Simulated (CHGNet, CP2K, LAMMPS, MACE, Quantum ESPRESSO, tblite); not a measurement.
# Bulk modulus two ways: amorphous 35La2O3-65GeO2 (mol %) (96 atoms), QE, PBE

The cell holds 96 atoms (18 La, 17 Ge and 61 O). Recipe: 96 atoms (18 Nd, 17 Ge, 61 O) placed at random at 5.25 g/cm³, melted at 5000 K for 10 ps at fixed volume with the Morse and Coulomb pair potential with partial charges (Pedone, Malavasi, Menziani, Cormack and Segre, J. Phys. Chem. B 110, 11780 (2006)). Quenched from 5000 K to 300 K at 50 K/ps and fixed volume, held 10 ps at zero pressure, then minimised at fixed cell. Then Nd was replaced by La and the cell scaled by 1.016 (the potential has no terms for the new elements, so the cell is a start for a DFT relaxation). Then the atoms were relaxed with MACE MPA-0 medium in the fixed cell.

Calculated with Quantum ESPRESSO 7.5: PBE; plane waves, SSSP efficiency, 60/480 Ry; k-points Γ. The cell is scaled evenly by ±3 % in volume, and MACE MPA-0 medium relaxes the atoms at each volume before the single point.

| volume (Å³/atom) | energy less the middle row's (meV/atom) | pressure (GPa) |
| --- | --- | --- |
| 15.466 | -3.266 | 0.130 |
| 15.945 | 0.000 | -1.802 |
| 16.423 | 7.890 | -3.199 |

Task: Find the bulk modulus at the middle volume from the pressures and from the energies, and check the printed pressure against the slope of the energy (1 meV/Å³ = 0.16022 GPa).

**Working.**

The step is h = 0.4783 Å³. From pressures: B = −V dP/dV = 15.945 × (0.130 − (-3.199)) / (2 × 0.4783) = 55.5 GPa.

From energies: B = V d²E/dV² = 15.945 × (-3.266 + (7.890)) / 0.4783² = 322.2 meV/Å³ = 51.6 GPa.

Slope: P = −dE/dV = −(7.890 − (-3.266)) / (2 × 0.4783) = -11.7 meV/Å³ = -1.87 GPa, against -1.80 GPa printed.

The two moduli agree within 7 %.

A central difference over ±3 % overstates P by about B(1 + B′)(0.03)²/6, some 0.04 GPa for B′ = 4. The atoms follow MACE MPA-0 medium, so this level's forces do work along the path, which enters the energies but not the printed pressures.

Limits: three points, a static cell at zero temperature, the cell shape held; the modulus is that at -1.8 GPa, not at zero pressure.

[Hosts, paths, dates, database ids (printed as entryN), source tags and the programs' standing remarks are cut or masked in the printed files.]
